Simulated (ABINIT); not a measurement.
An input for ABINIT 10.8.3 (CdF2 (Fm-3m)):

```
acell 3*1.0 Angstrom
rprim 
  0.000000000000 2.694000000000 2.694000000000
  2.694000000000 -0.000000000000 2.694000000000
  2.694000000000 2.694000000000 -0.000000000000
ntypat 2
znucl 48 9
natom 3
typat 1 2 2
xred 
  0.000000000000 0.000000000000 0.000000000000
  0.250000000000 0.250000000000 0.250000000000
  0.750000000000 0.750000000000 0.750000000000
pp_dirpath "pseudos"
pseudos "Cd.upf, F.upf"
ecut 47
ngkpt 4 4 4
nshiftk 1
shiftk 0 0 0
kptopt 1
chksymbreak 0
istwfk *1
occopt 1
irdwfk 1
optdriver 4
nband 119
gwcalctyp 10
ecutsigx 47
symsigma 1
nkptgw 8
kptgw 
  0.0000000000 0.0000000000 0.0000000000
  0.2500000000 0.0000000000 0.0000000000
  0.5000000000 0.0000000000 0.0000000000
  0.2500000000 0.2500000000 0.0000000000
  0.5000000000 0.2500000000 0.0000000000
  -0.2500000000 0.2500000000 0.0000000000
  0.5000000000 0.5000000000 0.0000000000
  -0.2500000000 0.5000000000 0.2500000000
bdgw 
  7 27
  7 27
  7 27
  7 27
  7 27
  7 27
  7 27
  7 27
ecuteps 6
irdscr 1
ppmodel 1
irdqps 1
indata_prefix "in"
outdata_prefix "out"
tmpdata_prefix "tmp"
```

```sh
OMP_NUM_THREADS=1 mpirun -n 4 abinit run.abi > log
```

Q: Estimate wall time and host memory on 4 MPI ranks of Arm Neoverse V1, shared host.

It took 3.1 min; on shared hardware allow 92 s to 6.1 min. Peak host memory was 1.7 GiB.

[Paths, hosts, dates, memory and timing lines, banners, echoed tables and standing remarks are left out of the program output.]

[Logs are printed without paths, hosts, clocks, repeated set-up lines and the standing remarks that a program may print on its own settings, such as how far it seeks lower states.]

[Runs of the session that timed out or met a known fault of the program may be left out.]

[Hosts, paths, dates, database ids (printed as entryN), source tags and the programs' standing remarks are cut or masked in the printed files.]

[G0W0 gaps are taken among the corrected bands and points alone; a level outside them can change the order at an edge.]

[Where Ansatz stands beside ABINIT at settings called matched, ABINIT's density can come from a denser mesh and the files from another edition; pairs whose starting gaps differed by over 0.03 eV were left out, so agreement reads better than it is.]
